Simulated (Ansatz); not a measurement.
# Stack of CrGe2N4 under H-SiC-F chair, shifted by two thirds of the diagonal in a perpendicular field, part 2 of 2

What dipole does a perpendicular field induce in the stack of CrGe2N4 under H-SiC-F chair, shifted by two thirds of the diagonal? A positive field points along +c.

Ansatz 0.2.0; plane-wave DFT, PBE+U-D3(BJ), Ansatz PAW.

So far. Step 8 (Atoms held, field 0.3 V/Å): The dipole is 0.278 e·Å, 0.160 e·Å from its value without field.

## 9. Response, atoms held

This step: plane-wave DFT, PBE+U-D3(BJ), Ansatz PAW; response to a field along the normal, atoms held (Ansatz 0.2.0).

The dipoles give the slope, and the difference of two potentials shows where the field is screened.

Numbers from this step:

```yaml
equivalent_conductor_thickness_p_eps_0ae: 12.08 Å
distance_between_the_outer_atoms: 13.56 Å
```

The dipole of the cell by applied field:

| applied field (V/Å) | dipole of the cell (e·Å) |
| --- | --- |
| -0.050 | 0.0908 |
| 0.000 | 0.118 |
| 0.050 | 0.144 |
| 0.100 | 0.171 |
| 0.200 | 0.224 |
| 0.300 | 0.278 |

The total moment stays at 2 μB for applied field from -0.05 to 0.3 V/Å.

Local field over the applied field, running mean. From the potentials at -0.05 and 0.05 V/Å; running mean over 2.5 Å. Table of local field over applied field by z:

| z (Å) | local field over applied field |
| --- | --- |
| 4.5 | 1.000 |
| 5.0 | 0.998 |
| 5.5 | 0.995 |
| 6.0 | 0.984 |
| 6.5 | 0.952 |
| 7.0 | 0.874 |
| 7.5 | 0.736 |
| 8.0 | 0.570 |
| 8.5 | 0.395 |
| 9.0 | 0.255 |
| 9.5 | 0.165 |
| 10.0 | 0.127 |
| 10.5 | 0.112 |
| 11.0 | 0.102 |
| 11.5 | 0.0851 |
| 12.0 | 0.0597 |
| 12.5 | 0.0434 |
| 13.0 | 0.0491 |
| 13.5 | 0.0717 |
| 14.0 | 0.0948 |
| 14.5 | 0.104 |
| 15.0 | 0.118 |
| 15.5 | 0.137 |
| 16.0 | 0.197 |
| 16.5 | 0.300 |
| 17.0 | 0.432 |
| 17.5 | 0.524 |
| 18.0 | 0.553 |
| 18.5 | 0.521 |
| 19.0 | 0.437 |
| 19.5 | 0.303 |
| 20.0 | 0.201 |
| 20.5 | 0.181 |
| 21.0 | 0.172 |
| 21.5 | 0.178 |
| 22.0 | 0.280 |
| 22.5 | 0.435 |
| 23.0 | 0.573 |
| 23.5 | 0.724 |
| 24.0 | 0.866 |
| 24.5 | 0.949 |
| 25.0 | 0.983 |
| 25.5 | 0.995 |
| 26.0 | 0.999 |
| 26.5 | 1.000 |
| 27.0 | 1.000 |

The induced electron density oscillates, so the rows of the table below give means over windows of 1 Å about each position, cut where the curve ends. Its maxima inside the range that stand out by 2 % of the span (Å: e/Å³ per V/Å): 8.2: 0.00384, 9.2: 0.00169, 10.7: 8.6e-4, 11.5: 0.00166, 13.0: 6.1e-4, 14.0: 2.5e-4, 15.3: 0.00158, 16.4: -5.3e-4, 18.6: 0.00362, 19.3: 0.00149, 20.5: 0.00362, 21.9: 0.00121. Its minima: 8.9: 4.7e-4, 9.9: -0.00157, 11.1: -1.9e-4, 12.1: -6.1e-4, 13.7: -0.00159, 14.6: -8.4e-4, 16.1: -0.00154, 17.0: -0.00353, 19.0: 1.3e-4, 19.7: -3.4e-4, 21.2: -0.00319, 22.8: -0.00389.

Electrons, planar mean, per unit field. The induced electron density by z; means over each step:

z (Å), induced electron density (e/Å³ per V/Å) and a bar from the least value:
```
        5    0.00001 ###############
        6    0.00009 ################
        7    0.00075 ###################
        8    0.00307 ##############################
        9    0.00133 ######################
       10   -0.00065 ############
       11    0.00047 #################
       12    0.00015 ################
       13    0.00017 ################
       14   -0.00058 ############
       15    0.00030 #################
       16   -0.00063 ############
       17   -0.00278 ##
       18    0.00070 ###################
       19    0.00165 #######################
       20    0.00111 #####################
       21   -0.00111 ##########
       22   -0.00001 ###############
       23   -0.00313 
       24   -0.00081 ###########
       25   -0.00009 ###############
       26   -0.00001 ###############
       27    0.00000 ###############
```

By hand: between -0.05 and 0.05 V/Å the dipole changes by 0.05351 e·Å, a slope of 0.5351 e·Å²/V. A perfect conductor of thickness t has p = ε₀AEt, so t = 180.95 × 0.5351 / 8.011 = 12.09 Å (e/ε₀ = 180.95 V·Å, A in Å²).

The induced dipole is that of a conductor 12.08 Å thick.

## 10. Relaxing in the field, field 0.1 V/Å

This step: plane-wave DFT, PBE+U-D3(BJ), Ansatz PAW (Ansatz 0.2.0).

Now the atoms may follow the field. A weak field makes forces of meV/Å to tens of meV/Å, so the force tolerance is set well below the usual one.

Input file input.yaml:

```yaml
crystal:
  lattice:
    - [3.0413892692, 0.0, 0.0]
    - [-1.5206946346, 2.6339203699, 0.0]
    - [0.0, 0.0, 31.5628673004]
  atoms:
    - { symbol: "N", position: [0.0, 0.0, 0.2851451965], spin: -0.02 }
    - { symbol: Ge, position: [0.3333333333, 0.6666666667, 0.3048863838] }
    - { symbol: "N", position: [0.3333333333, 0.6666666667, 0.3643939251], spin: -0.28 }
    - { symbol: Cr, position: [0.0, 0.0, 0.3998952962], spin: 2.25 }
    - { symbol: "N", position: [0.3333333333, 0.6666666667, 0.4353844155], spin: -0.28 }
    - { symbol: Ge, position: [0.3333333333, 0.6666666667, 0.4948814823] }
    - { symbol: "N", position: [0.0, 0.0, 0.5145519363], spin: -0.02 }
    - { symbol: F, position: [0.3333333333, 0.6666666667, 0.6028533782] }
    - { symbol: C, position: [0.3333333333, 0.6666666667, 0.6479053116] }
    - { symbol: Si, position: [0.0, 0.0, 0.6674081971] }
    - { symbol: H, position: [0.0, 0.0, 0.7148548035] }
magnetization:
  spin_polarized: true
kpoints:
  mp_grid: { grid: [12, 12, 1] }
hamiltonian:
  xc: pbe
  dispersion: d3bj
  hubbard: { sites: [{ species: Cr, l: d, u_eff: 3.0 }] }
scf:
  occupations: { method: fermi_dirac, width: 0.05 }
  convergence: { dr2_threshold: 1.0e-10 }
efield:
  axis: 3
  dipole_correction: true
  ramp_position: 0.937
  ramp_width: 0.1134
  amplitude: 0.1
relax:
  f_tol: 0.001
  max_steps: 60
output:
  write_potential: true
  write_density: true
  volumetric_format: npy
```

On the command line:

```
> ansatz run input.yaml --threads 4 --pin off --max-ram 12288MiB --backend cpu --events-out ev --progress --plain --runs-dir out
```

Run time: 2.1 min. Hardware: 4 threads of Arm Neoverse V1, shared host; peak memory 1.1 GiB; 8 min of CPU time.

No atom moved by 0.005 Å in the relaxation.

This step gave:

```yaml
energy_at_zero_smearing: -15212.5192 eV
dipole_along_the_normal: 0.1736 e·Å
```

Site moment by atom:

| atom | site moment (μB) |
| --- | --- |
| N1 | -0.02 |
| Ge2 | 0.00 |
| N3 | -0.28 |
| Cr4 | 2.25 |
| N5 | -0.28 |
| Ge6 | 0.00 |
| N7 | -0.02 |
| F8 | 0.00 |
| C9 | 0.00 |
| Si10 | 0.00 |
| H11 | 0.00 |

The relaxation took 6 steps and lowered the energy by 1.3e-4 eV; the largest force on the free atoms ends at 5.7e-4 eV/Å.

The dipole is 0.174 e·Å, 0.0560 e·Å from its value without field.

## 11. Field on, atoms free, field -0.1 V/Å

The opposite sign, again from the field-free geometry; the difference of the two cancels what relaxes without a field.

Changes to input.yaml since step 10:

```diff
@@ -33,3 +33,3 @@
   ramp_width: 0.1134
-  amplitude: 0.1
+  amplitude: -0.1
 relax:
```

The job ended after 2.2 min (4 threads; peak memory 1.1 GiB).

Hardly anything moved in the relaxation; the energy changed by under 0.2 meV an atom.

Numbers from this step:

- energy at zero smearing: -15212.4957 eV
- dipole along the normal: 0.06155 e·Å

The relaxation took 6 steps and lowered the energy by 1.2e-4 eV; the largest force on the free atoms ends at 5.4e-4 eV/Å.

The dipole is 0.0616 e·Å, -0.0561 e·Å from its value without field.

## 12. Response, atoms relaxed

This step: plane-wave DFT, PBE+U-D3(BJ), Ansatz PAW; response to a field along the normal, atoms relaxed (Ansatz 0.2.0).

The same analysis on the two relaxed runs holds the ionic part too; their mesh is coarser, so small differences from the held value can come from that.

Numbers from this step:

```yaml
equivalent_conductor_thickness_p_eps_0ae: 12.65 Å
```

The dipole of the cell by applied field:

| applied field (V/Å) | dipole of the cell (e·Å) |
| --- | --- |
| -0.1000 | 0.0616 |
| 0.1000 | 0.174 |

The total moment stays at 2 μB for applied field from -0.1 to 0.1 V/Å.

Local field over the applied field, running mean. From the potentials at -0.1 and 0.1 V/Å; running mean over 2.5 Å. The local field over applied field by z:

| z (Å) | local field over applied field |
| --- | --- |
| 4.5 | 1.000 |
| 5.0 | 0.999 |
| 5.5 | 0.995 |
| 6.0 | 0.985 |
| 6.5 | 0.956 |
| 7.0 | 0.881 |
| 7.5 | 0.800 |
| 8.0 | 0.672 |
| 8.5 | 0.325 |
| 9.0 | 0.0468 |
| 9.5 | 0.0460 |
| 10.0 | 0.0354 |
| 10.5 | -0.0491 |
| 11.0 | 0.136 |
| 11.5 | 0.179 |
| 12.0 | 0.0333 |
| 12.5 | -0.0512 |
| 13.0 | -0.0268 |
| 13.5 | 0.117 |
| 14.0 | 0.183 |
| 14.5 | 0.0308 |
| 15.0 | -0.0439 |
| 15.5 | 0.0842 |
| 16.0 | 0.00417 |
| 16.5 | 0.142 |
| 17.0 | 0.420 |
| 17.5 | 0.523 |
| 18.0 | 0.616 |
| 18.5 | 0.508 |
| 19.0 | 0.319 |
| 19.5 | 0.387 |
| 20.0 | 0.338 |
| 20.5 | 0.151 |
| 21.0 | 0.132 |
| 21.5 | 0.286 |
| 22.0 | 0.203 |
| 22.5 | 0.360 |
| 23.0 | 0.503 |
| 23.5 | 0.734 |
| 24.0 | 0.829 |
| 24.5 | 0.938 |
| 25.0 | 0.981 |
| 25.5 | 0.994 |
| 26.0 | 0.998 |
| 26.5 | 1.000 |
| 27.0 | 1.000 |

Electrons, planar mean, per unit field. Induced electron density against z:

| z (Å) | induced electron density (e/Å³ per V/Å) |
| --- | --- |
| 5.0 | -2.9e-6 |
| 5.5 | 1.5e-5 |
| 6.0 | 7.5e-5 |
| 6.5 | 2.0e-4 |
| 7.0 | 5.8e-4 |
| 7.5 | 0.00154 |
| 8.0 | 0.00333 |
| 8.5 | 0.00406 |
| 9.0 | -0.0195 |
| 9.5 | -0.100 |
| 10.0 | 0.0727 |
| 10.5 | 0.00401 |
| 11.0 | -0.00618 |
| 11.5 | -0.00205 |
| 12.0 | -0.0136 |
| 12.5 | -0.0268 |
| 13.0 | 0.0418 |
| 13.5 | -0.00115 |
| 14.0 | 0.00744 |
| 14.5 | 8.5e-4 |
| 15.0 | -0.0177 |
| 15.5 | -0.0882 |
| 16.0 | 0.0756 |
| 16.5 | 0.00218 |
| 17.0 | -0.00364 |
| 17.5 | -0.00137 |
| 18.0 | 0.00394 |
| 18.5 | 0.0357 |
| 19.0 | 0.00706 |
| 19.5 | -0.0308 |
| 20.0 | 0.00607 |
| 20.5 | 0.00641 |
| 21.0 | -0.0143 |
| 21.5 | -0.00430 |
| 22.0 | 0.00161 |
| 22.5 | -0.00325 |
| 23.0 | -0.00615 |
| 23.5 | -0.00248 |
| 24.0 | -8.4e-4 |
| 24.5 | -2.6e-4 |
| 25.0 | -6.6e-5 |
| 25.5 | -2.1e-5 |
| 26.0 | -7.8e-6 |

The induced dipole is that of a conductor 12.65 Å thick.

## 13. A changed input

This step: plane-wave DFT, PBE+U-D3(BJ), Ansatz PAW (Ansatz 0.2.0).

An input spoilt on purpose, to show how the run answers: it repeats the earlier run at 0.05 V/Å with efield.amplitude from 0.05 to 5.0, and scf.max_iter set to 80.

Changes to input.yaml since step 11:

```diff
@@ -20,3 +20,6 @@
 kpoints:
-  mp_grid: { grid: [12, 12, 1] }
+  mp_grid: { grid: [18, 18, 1] }
+  band_path:
+    path: [[0, 0, 0], [0.5, 0, 0], [0.33333333, 0.33333333, 0], [0, 0, 0]]
+    npoints: 16
 hamiltonian:
@@ -28,2 +31,3 @@
   convergence: { dr2_threshold: 1.0e-10 }
+  max_iter: 80
 efield:
@@ -31,8 +35,5 @@
   dipole_correction: true
-  ramp_position: 0.937
-  ramp_width: 0.1134
-  amplitude: -0.1
-relax:
-  f_tol: 0.001
-  max_steps: 60
+  ramp_position: 0.97
+  ramp_width: 0.06
+  amplitude: 5.0
 output:
```

Wall time 2.2 min (4 threads); peak memory 1.6 GiB.

| quantity | this run | earlier run | difference |
| --- | --- | --- | --- |
| dipole along the normal (e·Å) | 3.176 | 0.1443 | 3.0 |
| total moment (μB) | 2.173 | 2.000 | 0.17 |

The applied field differs between the two, so the dipoles differ in any case.

Besides the dipole, what moves beyond 0.01 in its unit (for the dipole 0.5 % and 5e-5 e·Å): total moment (+0.173 μB).

In so strong a field the program warns of density in the ramp of the sawtooth; these numbers are not the system's.

## 14. Varying the input

An input spoilt on purpose, to show how the run answers: it repeats the earlier run at 0.05 V/Å with scf.occupations from method: fermi_dirac, width: 0.05 removed, and scf.max_iter set to 60.

Changes to input.yaml since step 13:

```diff
@@ -29,5 +29,4 @@
 scf:
-  occupations: { method: fermi_dirac, width: 0.05 }
   convergence: { dr2_threshold: 1.0e-10 }
-  max_iter: 80
+  max_iter: 60
 efield:
@@ -37,3 +36,3 @@
   ramp_width: 0.06
-  amplitude: 5.0
+  amplitude: 0.05
 output:
```

Wall time 0.02 s (4 threads); peak memory 0.024 GiB.

The input was rejected at the start.

The program's message: “Error: YAML parse error: `scf.occupations.method` is required: fixed only where the cell keeps a band gap throughout the run, explicit beside scf.occupations.values (under evaluate: without them), els …”

The fault put into the input: no occupation method.

## 15. Outcome

| Property | Result |
| --- | --- |
| gap without field | none |
| work function, upper face | 3.24 eV |
| step between the vacuum levels | -2.66 eV |
| equivalent conductor thickness, atoms held | 12.1 Å |
| equivalent conductor thickness, atoms relaxed | 12.7 Å |

**Reading.** The induced dipole equals that of a perfect conductor 12.08 Å thick, while the outer atoms lie 13.56 Å apart. The two faces differ: the vacuum level above lies 2.66 eV lower than the one below. Letting the atoms follow the field adds 0.57 Å to the equivalent conductor thickness: the ionic part of the response. There is no gap over 0.03 eV, with or without the field. The magnetic order is the one reached from the typed start; other orders were not compared. Spin-orbit coupling is left out. The outer anions sit over the metal atoms, one of several polytypes of such layers and not the lowest for every compound.

[Logs are printed without paths, hosts, clocks, repeated set-up lines and the standing remarks that a program may print on its own settings, such as how far it seeks lower states.]

[Hosts, paths, dates, database ids (printed as entryN), source tags and the programs' standing remarks are cut or masked in the printed files.]

[Maps of the electrostatic potential energy from Ansatz leave out the sawtooth potential of an applied field or a dipole correction, so their vacuum need not be flat; planar profiles and work functions include it.]
